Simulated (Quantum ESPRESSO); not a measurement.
# GaN (F-43m): modes at Γ and the response to a field, part 2 of 2

Aim: the zone-centre modes of GaN (F-43m).

Quantum ESPRESSO 7.5; DFT LDA, scalar-relativistic, plane waves, PseudoDojo norm-conserving pseudopotentials.

So far. Step 2 (A probe with smearing): A gap of 1.8 eV opens on this mesh, so the crystal is taken as an insulator; the start stands at -6.9 GPa. Step 4 (Ground state): The cell stands at 0.031 GPa, close enough for phonons. The relaxed cell has a = 4.453 Å (conventional setting).

### 5. Linear response at Γ

At q = 0 one unit cell holds all displacements; symmetry groups them into irreducible representations that are solved one by one. The response to a field gives ε∞ and the Born charges, which polar modes need.

File ph.in:

```
phonons
 &inputph
    prefix='x',
    outdir='./tmp',
    fildyn='g.dyn',
    tr2_ph=1.0d-18,
    epsil=.true.,
 /
0.000000000000 0.000000000000 0.000000000000
```

Started as:

```console
> OMP_NUM_THREADS=1 mpirun -n 4 ph.x -nk 4 -in ph.in > ph.out
```

What it wrote:

```text
[banners, grids, parts of the stress and lines that vanish by symmetry left out]
[banner, memory and clock lines left out]
Program PHONON v.7.5

     ./tmp/x.save/

     IMPORTANT: XC functional enforced from input :
     Exchange-correlation= PW
                           (   1   4   0   0   0   0   0)
     Any further DFT definition will be discarded
     Please, verify this is what you really want

     G-vector sticks info

     Reading collected, re-writing distributed wavefunctions in ./tmp/

     Number and degeneracy of irreps per q-point
       N         xq(1)         xq(2)         xq(3)   N irreps
       1   0.000000000   0.000000000   0.000000000       2
        3   3

     Calculation of q =    0.0000000   0.0000000   0.0000000

     phonons

     bravais-lattice index     =            2
     lattice parameter (alat)  =       8.4146  a.u.
     unit-cell volume          =     148.9510 (a.u.)^3
     number of atoms/cell      =            2
     number of atomic types    =            2
     kinetic-energy cut-off    =      92.0000  Ry
     charge density cut-off    =     368.0000  Ry
     convergence threshold     =      1.0E-18
     beta                      =       0.7000
     number of iterations used =            4
     Exchange-correlation= PW
                           (   1   4   0   0   0   0   0)

     celldm(1)=    8.41462  celldm(2)=    0.00000  celldm(3)=    0.00000
     celldm(4)=    0.00000  celldm(5)=    0.00000  celldm(6)=    0.00000

     crystal axes: (cart. coord. in units of alat)
               a(1) = ( -0.5000  0.0000  0.5000 )
               a(2) = (  0.0000  0.5000  0.5000 )
               a(3) = ( -0.5000  0.5000  0.0000 )

     reciprocal axes: (cart. coord. in units 2 pi/alat)
               b(1) = ( -1.0000 -1.0000  1.0000 )
               b(2) = (  1.0000  1.0000  1.0000 )
               b(3) = ( -1.0000  1.0000 -1.0000 )

     Atoms inside the unit cell:

     Cartesian axes

     site n.  atom      mass           positions (alat units)
        1  Ga     69.7230   tau(    1) = (    0.00000    0.00000    0.00000  )
        2  N      14.0070   tau(    2) = (   -0.75000    0.75000    0.75000  )

     Computing dynamical matrix for
                    q = (   0.0000000   0.0000000   0.0000000 )

     25 Sym.Ops. (with q -> -q+G )

     G cutoff =  660.0200  (  17933 G-vectors)     FFT grid: ( 40, 40, 40)
     number of k points=    72
                       cart. coord. in units 2pi/alat
        k(    1) = (   0.0000000   0.0000000   0.0000000), wk =   0.0011574
        k(    2) = (  -0.0833333   0.0833333  -0.0833333), wk =   0.0092593
        k(    3) = (  -0.1666667   0.1666667  -0.1666667), wk =   0.0092593
        [... further k-points left out ...]

     PseudoPot. # 1 for Ga read from file:
     ./pseudo/Ga.upf
     Pseudo is Norm-conserving + core correction, Zval = 13.0
     Using radial grid of 1858 points,  6 beta functions with:
                l(1) =   0
                l(2) =   0
                l(3) =   1
                l(4) =   1
                l(5) =   2
                l(6) =   2

     PseudoPot. # 2 for N  read from file:
     ./pseudo/N.upf
     Pseudo is Norm-conserving + core correction, Zval =  5.0
     Using radial grid of 1058 points,  4 beta functions with:
                l(1) =   0
                l(2) =   0
                l(3) =   1
                l(4) =   1

     Mode symmetry, T_d (-43m)  point group:

     Electric field:
     Dielectric constant
     Born effective charges as d Force / d E

     Atomic displacements:
     There are    2 irreducible representations

     Representation     1      3 modes -  To be done

     Representation     2      3 modes -  To be done

     Alpha used in Ewald sum =   2.8000

     Electric Fields Calculation

      iter #   1   av.it.:   8.0
      thresh= 1.000E-02 alpha_mix =  0.700 |ddv_scf|^2 =  1.914E-08

      iter #   2   av.it.:  16.7
      thresh= 1.384E-05 alpha_mix =  0.700 |ddv_scf|^2 =  1.236E-09

      iter #   3   av.it.:  16.6
      thresh= 3.516E-06 alpha_mix =  0.700 |ddv_scf|^2 =  7.569E-11

      iter #   4   av.it.:  16.6
      thresh= 8.700E-07 alpha_mix =  0.700 |ddv_scf|^2 =  7.529E-13

      iter #   5   av.it.:  15.8
      thresh= 8.677E-08 alpha_mix =  0.700 |ddv_scf|^2 =  3.144E-14

      iter #   6   av.it.:  15.6
      thresh= 1.773E-08 alpha_mix =  0.700 |ddv_scf|^2 =  2.419E-16

      iter #   7   av.it.:  16.1
      thresh= 1.555E-09 alpha_mix =  0.700 |ddv_scf|^2 =  7.189E-18

      iter #   8   av.it.:  16.6
      thresh= 2.681E-10 alpha_mix =  0.700 |ddv_scf|^2 =  2.604E-20

     End of electric fields calculation

          Dielectric constant in cartesian axis

          (       5.764066930       0.000000000       0.000000000 )
          (       0.000000000       5.764066930      -0.000000000 )
          (       0.000000000      -0.000000000       5.764066930 )

          Effective charges (d Force / dE) in cartesian axis without acoustic sum rule applied (asr)

           atom    1  Ga    Mean Z*:        2.64527
      Ex  (        2.64527        0.00000        0.00000 )
      Ey  (        0.00000        2.64527        0.00000 )
      Ez  (       -0.00000        0.00000        2.64527 )
           atom    2  N     Mean Z*:       -2.64579
      Ex  (       -2.64579       -0.00000       -0.00000 )
      Ey  (       -0.00000       -2.64579        0.00000 )
      Ez  (       -0.00000        0.00000       -2.64579 )

          Effective charges Sum: Mean:       -0.00052
             -0.00052        0.00000       -0.00000
              0.00000       -0.00052        0.00000
              0.00000        0.00000       -0.00052

          Effective charges (d Force / dE) in cartesian axis with asr applied:
           atom    1  Ga    Mean Z*:        2.64553
      E*x (        2.64553        0.00000        0.00000 )
      E*y (        0.00000        2.64553        0.00000 )
      E*z (        0.00000        0.00000        2.64553 )
           atom    2  N     Mean Z*:       -2.64553
      E*x (       -2.64553       -0.00000       -0.00000 )
      E*y (       -0.00000       -2.64553       -0.00000 )
      E*z (       -0.00000       -0.00000       -2.64553 )

     Representation #   1 modes #   1   2   3

     Self-consistent Calculation

      iter #   1   av.it.:   8.9
      thresh= 1.000E-02 alpha_mix =  0.700 |ddv_scf|^2 =  3.922E-07

      iter #   2   av.it.:  16.0
      thresh= 6.263E-05 alpha_mix =  0.700 |ddv_scf|^2 =  7.717E-09

      iter #   3   av.it.:  16.6
      thresh= 8.785E-06 alpha_mix =  0.700 |ddv_scf|^2 =  2.233E-10

      iter #   4   av.it.:  16.5
      thresh= 1.494E-06 alpha_mix =  0.700 |ddv_scf|^2 =  1.162E-11

      iter #   5   av.it.:  16.2
      thresh= 3.408E-07 alpha_mix =  0.700 |ddv_scf|^2 =  1.033E-13

      iter #   6   av.it.:  16.0
      thresh= 3.214E-08 alpha_mix =  0.700 |ddv_scf|^2 =  4.299E-16

[...]
End of self-consistent calculation

     Convergence has been achieved

     Representation #   2 modes #   4   5   6

     Self-consistent Calculation

[...]
iter #   2   av.it.:  17.1
      thresh= 2.239E-04 alpha_mix =  0.700 |ddv_scf|^2 =  6.987E-07

      iter #   3   av.it.:  16.7
      thresh= 8.359E-05 alpha_mix =  0.700 |ddv_scf|^2 =  2.235E-09

      iter #   4   av.it.:  16.8
      thresh= 4.728E-06 alpha_mix =  0.700 |ddv_scf|^2 =  1.442E-11

      iter #   5   av.it.:  16.1
      thresh= 3.798E-07 alpha_mix =  0.700 |ddv_scf|^2 =  4.435E-14

      iter #   6   av.it.:  16.2
      thresh= 2.106E-08 alpha_mix =  0.700 |ddv_scf|^2 =  7.463E-16

      iter #   7   av.it.:  16.1
      thresh= 2.732E-09 alpha_mix =  0.700 |ddv_scf|^2 =  6.821E-18

      iter #   8   av.it.:  16.1
      thresh= 2.612E-10 alpha_mix =  0.700 |ddv_scf|^2 =  1.922E-19

     End of self-consistent calculation

     Convergence has been achieved

     Number of q in the star =    1
     List of q in the star:
          1   0.000000000   0.000000000   0.000000000

          Dielectric constant in cartesian axis

          (       5.764066930       0.000000000       0.000000000 )
          (       0.000000000       5.764066930      -0.000000000 )
          (       0.000000000      -0.000000000       5.764066930 )

          Effective charges (d Force / dE) in cartesian axis without acoustic sum rule applied (asr)

           atom    1  Ga    Mean Z*:        2.64527
      Ex  (        2.64527        0.00000        0.00000 )
      Ey  (        0.00000        2.64527        0.00000 )
      Ez  (       -0.00000        0.00000        2.64527 )
           atom    2  N     Mean Z*:       -2.64579
      Ex  (       -2.64579       -0.00000       -0.00000 )
      Ey  (       -0.00000       -2.64579        0.00000 )
      Ez  (       -0.00000        0.00000       -2.64579 )

          Effective charges Sum: Mean:       -0.00052
             -0.00052        0.00000       -0.00000
              0.00000       -0.00052        0.00000
              0.00000        0.00000       -0.00052

          Effective charges (d Force / dE) in cartesian axis with asr applied:
           atom    1  Ga    Mean Z*:        2.64553
      E*x (        2.64553        0.00000        0.00000 )
      E*y (        0.00000        2.64553        0.00000 )
      E*z (        0.00000        0.00000        2.64553 )
           atom    2  N     Mean Z*:       -2.64553
      E*x (       -2.64553       -0.00000       -0.00000 )
      E*y (       -0.00000       -2.64553       -0.00000 )
      E*z (       -0.00000       -0.00000       -2.64553 )

     Diagonalizing the dynamical matrix

     q = (    0.000000000   0.000000000   0.000000000 )

 **************************************************************************
     freq (    1) =       0.042049 [THz] =       1.402592 [cm-1]
     freq (    2) =       0.042049 [THz] =       1.402592 [cm-1]
     freq (    3) =       0.042049 [THz] =       1.402592 [cm-1]
     freq (    4) =      16.606316 [THz] =     553.927065 [cm-1]
     freq (    5) =      16.606316 [THz] =     553.927065 [cm-1]
     freq (    6) =      16.606316 [THz] =     553.927065 [cm-1]
 **************************************************************************

     Mode symmetry, T_d (-43m)  point group:

     freq (   1-   3) =          1.4  [cm-1]   --> T_2  G_15 P_4   I+R
     freq (   4-   6) =        553.9  [cm-1]   --> T_2  G_15 P_4   I+R
```

The job ended after 3.3 min (4 MPI ranks of Arm Neoverse V2, shared host; 13 min of CPU time).

This step gave:

```yaml
miss_of_the_charge_sum_rule: 5.20e-4 e
largest_acoustic_frequency_at_the_zone_centre_before_the_sum_rule: 1.4 cm⁻¹
highest_optical_zone_centre_mode_no_lo_to_term: 553.9 cm⁻¹
lowest_optical_zone_centre_mode: 553.9 cm⁻¹
mean_high_frequency_dielectric_constant: 5.764
largest_born_charge_in_size_third_of_the_trace: 2.646 e
```

Born charge (rows field, columns displacement), before the sum rule (e), principal values of the symmetric part by kind of site:

| atom | atoms with these values | low | middle | high | mean |
| --- | --- | --- | --- | --- | --- |
| Ga1 | 1 | 2.65 | 2.65 | 2.65 | 2.65 |
| N2 | 1 | -2.65 | -2.65 | -2.65 | -2.65 |

In full for Ga1:

```
2.65 0.00 0.00
0.00 2.65 0.00
0.00 0.00 2.65
```

High-frequency dielectric tensor:

```
5.76 0.00 0.00
0.00 5.76 0.00
0.00 0.00 5.76
```

The acoustic modes at Γ come out as far as 1.4 cm⁻¹ from zero, where they should vanish, a small numerical error; the Born charges miss their sum rule by 5.2e-4 e, which is good.

### 6. Modes with the sum rule

A rigid shift of the crystal must cost nothing, but grids and finite bases break this; the acoustic sum rule is imposed before the matrix is diagonalised again. With Born charges the intensities follow, and the static dielectric tensor.

File dynmat.in:

```
 &input
    fildyn='g.dyn',
    asr='simple',
    fileig='dynmat.eig',
    lperm=.true.,
 /
```

Started as:

```console
> dynmat.x -in dynmat.in > dynmat.out
```

What it wrote:

```text
[banner, memory and clock lines left out]
Program DYNMAT v.7.5

     Reading Dynamical Matrix from file g.dyn
     ...Force constants read
     ...epsilon and Z* read
     A direction for q was not specified:TO-LO splitting will be absent

     Polarizability (A^3 units)
     multiply by 0.386395 for Clausius-Mossotti correction
         8.367871    0.000000    0.000000
         0.000000    8.367871   -0.000000
         0.000000   -0.000000    8.367871

     IR activities are in (D/A)^2/amu units

# mode   [cm-1]    [THz]      IR
    1     -0.00   -0.0000    0.0000
    2     -0.00   -0.0000    0.0000
    3      0.00    0.0000    0.0000
    4    553.92   16.6061   13.8438
    5    553.92   16.6061   13.8438
    6    553.92   16.6061   13.8438

Electronic dielectric permittivity tensor (relative, adimensional)
         5.764067    0.000000    0.000000
         0.000000    5.764067   -0.000000
         0.000000   -0.000000    5.764067

 ... with zone-center polar mode contributions
        10.123853    0.000000   -0.000000
         0.000000   10.123853    0.000000
        -0.000000    0.000000   10.123853
```

Wall time 0.45 s (1 thread).

Numbers from this step:

```yaml
mean_static_dielectric_constant: 10.12
```

Unit eigenvectors of the mass-weighted matrix after the sum rule; no LO-TO term. Modes at Γ, with each element's share of the kinetic energy:

| mode | frequency (cm⁻¹) | symmetry | Ga % | N % |
| --- | --- | --- | --- | --- |
| 1 | 0.0 | acoustic | 83 | 17 |
| 2 | 0.0 | acoustic | 83 | 17 |
| 3 | 0.0 | acoustic | 83 | 17 |
| 4 | 553.9 | T2 | 17 | 83 |
| 5 | 553.9 | T2 | 17 | 83 |
| 6 | 553.9 | T2 | 17 | 83 |

Displacements in mode 4 (553.9 cm⁻¹), the largest set to 1:
```
Ga1  0.00  0.00 -0.20
N2   0.00  0.00  1.00
```

Degenerate modes summed, no LO-TO term. Infrared lines, with heights relative to the strongest:

| position (cm⁻¹) | lines merged | label | IR intensity, relative |
| --- | --- | --- | --- |
| 554 | 3 | T2 | 100 |

Static dielectric tensor (ions relaxed, fixed cell):

```
10.12  0.00  0.00
 0.00 10.12  0.00
 0.00  0.00 10.12
```

The rule moves no optical mode by more than 0.1 cm⁻¹.

### 7. Modes along a direction of q (1 0 0)

A longitudinal polar mode sets up a macroscopic field that stiffens it; the term hangs on the direction from which q goes to zero.

File dynmat.in:

```
 &input
    fildyn='g.dyn',
    asr='simple',
    fileig='dynmat.eig',
    q(1)=1.0,
    q(2)=0.0,
    q(3)=0.0,
 /
```

Started as:

```console
> dynmat.x -in dynmat.in > dynmat.out
```

What it wrote:

```text
[banner, memory and clock lines left out]
Program DYNMAT v.7.5

     Reading Dynamical Matrix from file g.dyn
     ...Force constants read
     ...epsilon and Z* read

     Polarizability (A^3 units)
     multiply by 0.386395 for Clausius-Mossotti correction
         8.367871    0.000000    0.000000
         0.000000    8.367871   -0.000000
         0.000000   -0.000000    8.367871

     IR activities are in (D/A)^2/amu units

# mode   [cm-1]    [THz]      IR
    1     -0.00   -0.0000    0.0000
    2     -0.00   -0.0000    0.0000
    3      0.00    0.0000    0.0000
    4    553.92   16.6061   13.8438
    5    553.92   16.6061   13.8438
    6    734.10   22.0078   13.8438
```

Elapsed: 0.45 s, on 1 thread.

Numbers from this step:

```yaml
highest_mode_moved_by_the_lo_to_term: 734.1 cm⁻¹
```

Zone-centre frequencies as printed; negative means imaginary. Modes:

| mode | frequency (cm⁻¹) |
| --- | --- |
| 1 | 0 |
| 2 | 0 |
| 3 | 0 |
| 4 | 553.9 |
| 5 | 553.9 |
| 6 | 734.1 |

The field moves one mode, from 554 to 734 cm⁻¹; the others stay.

### 8. Summary of results

| Item | Value |
| --- | --- |
| space group after relaxation | F-43m |
| volume per atom | 11.0 Å³ |
| gap on the k-mesh | 2.01 eV |
| highest optical zone-centre mode (no LO-TO term) | 553.9 cm⁻¹ |
| highest mode moved by the LO-TO term | 734.1 cm⁻¹ |
| mean high-frequency dielectric constant | 5.76 |
| largest Born charge in size (third of the trace) | 2.65 e |
| mean static dielectric constant | 10.1 |
| imaginary optical modes at the zone centre (no q mesh in this session) | none |

At the LDA level the optical modes of GaN (F-43m) at the zone centre (no LO-TO term) lie at 554 cm⁻¹. Along the directions run, the highest mode that the macroscopic field moves lies at 734 cm⁻¹. Lattice motion raises the mean dielectric constant from 5.764 to 10.12. The Born charge of Ga is 2.645 e against a formal charge of +3, somewhat under it. The Lyddane-Sachs-Teller relation holds: (ωLO/ωTO)² is 1.76 and ε₀/ε∞ is 1.76. These are harmonic frequencies at zero temperature: anharmonic shifts and linewidths and thermal expansion are left out. The structure comes from a database and need not be the phase that is stable at ambient conditions.

[Host names and launcher messages were left out of these logs when they were recorded.]

[Logs are printed without paths, hosts, clocks, repeated set-up lines and the standing remarks that a program may print on its own settings, such as how far it seeks lower states.]

[Hosts, paths, dates, database ids (printed as entryN), source tags and the programs' standing remarks are cut or masked in the printed files.]
